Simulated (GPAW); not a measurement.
# linear V chain, spacing 2.466 A: a ladder in the k mesh, part 2 of 2

Aim: see how far moments and order energies of linear V chain, spacing 2.466 A move with the k mesh, and what each rung costs.

GPAW 26.7.0; PBE; plane waves with GPAW's PAW setups, scalar-relativistic.

So far, largest spin moment in the augmentation sphere (μB): step 2 (rung 1 (mesh 1×1×4), start ferro +) 3.14; step 5 (rung 2 (mesh 1×1×3), start antiferro q=(0,0,1/2) +-) 2.46; step 6 (rung 3 (mesh 1×1×8), start ferro +) 3.00; step 7 (rung 3 (mesh 1×1×4), start antiferro q=(0,0,1/2) +-) 2.46; step 8 (rung 4 (mesh 1×1×10), start ferro +) 2.91.

### 9. Rung 4 (mesh 1×1×5), start antiferro q=(0,0,1/2) +-

Contents of order2.py:

```python
import json
import numpy as np
from ase import Atoms
from ase.parallel import paropen, parprint
from gpaw import GPAW

atoms = Atoms(['V', 'V'],
    cell=[[12.0, 0.0, 0.0],
         [0.0, 12.0, 0.0],
         [0.0, 0.0, 4.932]],
    scaled_positions=[[0.5, 0.5, 0.0],
         [0.5, 0.5, 0.5]],
    pbc=True,
    magmoms=[1.5, -1.5])
atoms.calc = GPAW(mode={'name': 'pw', 'ecut': 550},
    xc='PBE',
    kpts={'size': (1, 1, 5), 'gamma': True},
    occupations={'name': 'fermi-dirac', 'width': 0.1},
    convergence={'density': 1e-05, 'energy': 1e-05},
    maxiter=200,
    symmetry={'tolerance': 1e-4},
    txt='order2.txt')
e = atoms.get_potential_energy(force_consistent=True)
res = {'free_energy': e, 'energy_sigma0': atoms.get_potential_energy(), 'fermi_energy': atoms.calc.get_fermi_level()}
res['moments'] = atoms.get_magnetic_moments().tolist()
res['total'] = atoms.get_magnetic_moment()
parprint('site moments (muB):', np.round(res['moments'], 3))
parprint(f"total moment: {res['total']:.3f} muB")
parprint(f'free energy: {e:.6f} eV')
atoms.calc.write('order2.gpw')
with paropen('results.json', 'w') as f:
    json.dump(res, f)
```

Started as:

```sh
$ OMP_NUM_THREADS=1 python3 order2.py > order2.log
```

Numbers of over 12 decimals in the logs are rounded to 6 here.

The log of the run:

```text
site moments (muB): [ 2.473 -2.473]
total moment: 0.000 muB
free energy: -9.113534 eV

--- order2.txt ---
Input parameters:
  mode=PW(ecut=550),
  convergence={'density': 1e-05, 'energy': 1e-05},
  kpts=MonkhorstPack(size=(1, 1, 5), gamma=True),
  maxiter=200,
  occupations=Occupations(name='fermi-dirac', width=0.1),
  symmetry=Symmetry(tolerance=0.0001),
  xc=XC(name='PBE')

Diagonalizing LCAO Hamiltonian
[...]
|          8 |        -5.629 |     1.000 |        -5.629 |     1.000 |
|          9 |        -3.918 |     0.999 |        -3.918 |     0.999 |
[...]
|         16 |        -0.787 |     0.000 |        -0.787 |     0.000 |
|         17 |        -0.579 |     0.000 |        -0.579 |     0.000 |
|         18 |         0.297 |     0.000 |         0.297 |     0.000 |
|         19 |         0.297 |     0.000 |         0.297 |     0.000 |

No gap
No difference between direct/indirect transitions


[key lines of the parts left out:]
Free energy:      -9.113534
Converged in 34 steps
dipole moment: (0.000000, 0.000000, -11.531516)  # |e|*Ang
Fermi level: -3.162
```

Wall time 75 s (1 MPI rank of AMD EPYC 9R14 (Zen 4), shared host); peak memory 0.54 GiB.

Numbers from this step:

```
magnetization  : 0 μB
final state    : antiferromagnetic
largest moment : 2.473 μB
```

This start lies -53.2 meV a seeded atom from the first, a change of -9.8 meV since rung 3; its largest moment is 2.47 μB.

### 10. Rung 5 (mesh 1×1×14), start ferro +

Contents of order1.py:

```python
import json
import numpy as np
from ase import Atoms
from ase.parallel import paropen, parprint
from gpaw import GPAW

atoms = Atoms(['V'],
    cell=[[12.0, 0.0, 0.0],
         [0.0, 12.0, 0.0],
         [0.0, 0.0, 2.466]],
    scaled_positions=[[0.5, 0.5, 0.0]],
    pbc=True,
    magmoms=[1.5])
atoms.calc = GPAW(mode={'name': 'pw', 'ecut': 550},
    xc='PBE',
    kpts={'size': (1, 1, 14), 'gamma': True},
    occupations={'name': 'fermi-dirac', 'width': 0.1},
    convergence={'density': 1e-05, 'energy': 1e-05},
    maxiter=200,
    symmetry={'tolerance': 1e-4},
    txt='order1.txt')
e = atoms.get_potential_energy(force_consistent=True)
res = {'free_energy': e, 'energy_sigma0': atoms.get_potential_energy(), 'fermi_energy': atoms.calc.get_fermi_level()}
res['moments'] = atoms.get_magnetic_moments().tolist()
res['total'] = atoms.get_magnetic_moment()
parprint('site moments (muB):', np.round(res['moments'], 3))
parprint(f"total moment: {res['total']:.3f} muB")
parprint(f'free energy: {e:.6f} eV')
atoms.calc.write('order1.gpw')
with paropen('results.json', 'w') as f:
    json.dump(res, f)
```

Started as:

```sh
$ OMP_NUM_THREADS=1 python3 order1.py > order1.log
```

The log of the run:

```text
site moments (muB): [2.919]
total moment: 4.023 muB
free energy: -4.499557 eV

--- order1.txt ---
Input parameters:
  mode=PW(ecut=550),
  convergence={'density': 1e-05, 'energy': 1e-05},
  kpts=MonkhorstPack(size=(1, 1, 14), gamma=True),
  maxiter=200,
  occupations=Occupations(name='fermi-dirac', width=0.1),
  symmetry=Symmetry(tolerance=0.0001),
  xc=XC(name='PBE')

Diagonalizing LCAO Hamiltonian
[...]
|          3 |       -41.574 |     1.000 |       -38.863 |     1.000 |
|          4 |        -6.861 |     1.000 |        -4.899 |     1.000 |
[...]
|          9 |        -2.340 |     0.001 |        -1.024 |     0.000 |
|         10 |        -1.857 |     0.000 |         0.420 |     0.000 |
|         11 |        -1.857 |     0.000 |         1.085 |     0.000 |
|         12 |         0.085 |     0.000 |         1.652 |     0.000 |

No gap
No difference between direct/indirect transitions


[key lines of the parts left out:]
Free energy:      -4.499557
Converged in 38 steps
dipole moment: (0.000000, 0.000000, -5.780651)  # |e|*Ang
Fermi level: -3.070
```

Elapsed: 58 s, on 1 MPI rank; peak memory 0.35 GiB.

Read from the output:

* magnetization: 4.023 μB
* final state: ferromagnetic
* largest moment: 2.919 μB

The largest moment moves by +0.01 μB from rung 4, at 2.3 times its CPU time.

### 11. Rung 5 (mesh 1×1×7), start antiferro q=(0,0,1/2) +-

order2.py is the script of step 9 with these lines changed:

```diff
@@ -16,3 +16,3 @@
     xc='PBE',
-    kpts={'size': (1, 1, 5), 'gamma': True},
+    kpts={'size': (1, 1, 7), 'gamma': True},
     occupations={'name': 'fermi-dirac', 'width': 0.1},
```

Started as:

```sh
$ OMP_NUM_THREADS=1 python3 order2.py > order2.log
```

The log of the run:

```text
site moments (muB): [ 2.472 -2.472]
total moment: -0.000 muB
free energy: -9.101949 eV

--- order2.txt ---
Input parameters:
  mode=PW(ecut=550),
  convergence={'density': 1e-05, 'energy': 1e-05},
  kpts=MonkhorstPack(size=(1, 1, 7), gamma=True),
  maxiter=200,
  occupations=Occupations(name='fermi-dirac', width=0.1),
  symmetry=Symmetry(tolerance=0.0001),
  xc=XC(name='PBE')

Diagonalizing LCAO Hamiltonian
[...]
|          8 |        -5.643 |     1.000 |        -5.643 |     1.000 |
|          9 |        -3.938 |     0.999 |        -3.938 |     0.999 |
[...]
|         16 |        -0.808 |     0.000 |        -0.808 |     0.000 |
|         17 |        -0.595 |     0.000 |        -0.595 |     0.000 |
|         18 |         0.275 |     0.000 |         0.275 |     0.000 |
|         19 |         0.275 |     0.000 |         0.275 |     0.000 |

No gap
No difference between direct/indirect transitions


[key lines of the parts left out:]
Free energy:      -9.101949
Converged in 32 steps
dipole moment: (0.000000, 0.000000, -11.534263)  # |e|*Ang
Fermi level: -3.184
```

Run time: 85 s. Hardware: 1 MPI rank; peak memory 0.56 GiB.

This step gave:

```
magnetization  : 0 μB
final state    : antiferromagnetic
largest moment : 2.472 μB
```

This start lies -51.4 meV a seeded atom from the first, a change of +1.8 meV since rung 4; its largest moment is 2.47 μB.

### 12. A faulty input

An input with a fault is tried, to see how the program answers.

Contents of run.py:

```python
import json
import numpy as np
from ase import Atoms
from ase.parallel import paropen, parprint
from gpaw import GPAW

atoms = Atoms(['V'],
    cell=[[12.0, 0.0, 0.0],
         [0.0, 12.0, 0.0],
         [0.0, 0.0, 2.466]],
    scaled_positions=[[0.5, 0.5, 0.0]],
    pbc=True,
    magmoms=[1.5])
atoms.calc = GPAW(mode={'name': 'pw', 'ecut': 550},
    xc='PBE',
    kpts={'size': (1, 1, 14), 'gamma': True},
    occupation={'name': 'fermi-dirac', 'width': 0.1},
    convergence={'density': 1e-05, 'energy': 1e-05},
    maxiter=75,
    symmetry={'tolerance': 1e-4},
    txt='run.txt')
e = atoms.get_potential_energy(force_consistent=True)
res = {'free_energy': e, 'energy_sigma0': atoms.get_potential_energy(), 'fermi_energy': atoms.calc.get_fermi_level()}
res['moments'] = atoms.get_magnetic_moments().tolist()
res['total'] = atoms.get_magnetic_moment()
parprint('site moments (muB):', np.round(res['moments'], 3))
parprint(f"total moment: {res['total']:.3f} muB")
parprint(f'free energy: {e:.6f} eV')
atoms.calc.write('run.gpw')
with paropen('results.json', 'w') as f:
    json.dump(res, f)
```

Started as:

```sh
$ OMP_NUM_THREADS=1 python3 run.py > run.log
```

The log of the run:

```text
TypeError: GPAW() got an unexpected keyword argument 'occupation'
```

The job ended after 1.2 s (1 MPI rank; peak memory 0.1 GiB).

The input was rejected at the start.

The program's message: “TypeError: GPAW() got an unexpected keyword argument 'occupation'”

A key was misspelt on purpose.

The name must match the manual letter for letter.

### 13. The rungs together

Ladder, by row:

| rung | mesh | state from the first start | state from the second start | second less first (meV a seeded atom) | moment, first (μB) | moment, second (μB) | CPU time (s) |
| --- | --- | --- | --- | --- | --- | --- | --- |
| 1 | 1x1x4 | ferromagnetic | antiferromagnetic | 262 | 3.135 | 2.56 | 84.89 |
| 3 | 1x1x8 | ferromagnetic | antiferromagnetic | -43.4 | 2.998 | 2.462 | 104.9 |
| 4 | 1x1x10 | ferromagnetic | antiferromagnetic | -53.25 | 2.911 | 2.473 | 100.1 |
| 5 | 1x1x14 | ferromagnetic | antiferromagnetic | -51.42 | 2.919 | 2.472 | 142.3 |

### 14. What came out

```json
{
  "range of the moment in the table, second start": "2.46 to 2.56 μB",
  "range of CPU time": "85 s to 2.4 min",
  "range of the energy difference": "-53.2 to 262 meV a seeded atom",
  "first rung from which all stay within 2.6 meV of the last": "4"
}
```

**Reading.** From rung 4 on the result stays within 1.8 meV of the last rung, inside the margin of 2.6 meV set for it, at 70 % of the last rung's cost. The sign of the difference changes along the ladder, so the order that comes out lowest hangs on the rung. Rung 2 gave no pair of finished runs and is missing from the table.

[Logs and program files are shortened in this print: banners, set-up blocks, solver, clock and traceback lines can be left out without a mark of their own.]

[Logs are printed without paths, hosts, clocks, repeated set-up lines and the standing remarks that a program may print on its own settings, such as how far it seeks lower states.]

[Hosts, paths, dates, database ids (printed as entryN), source tags and the programs' standing remarks are cut or masked in the printed files.]

[Where a cell is said to come from a database of computed structures, the database is the Materials Project.]
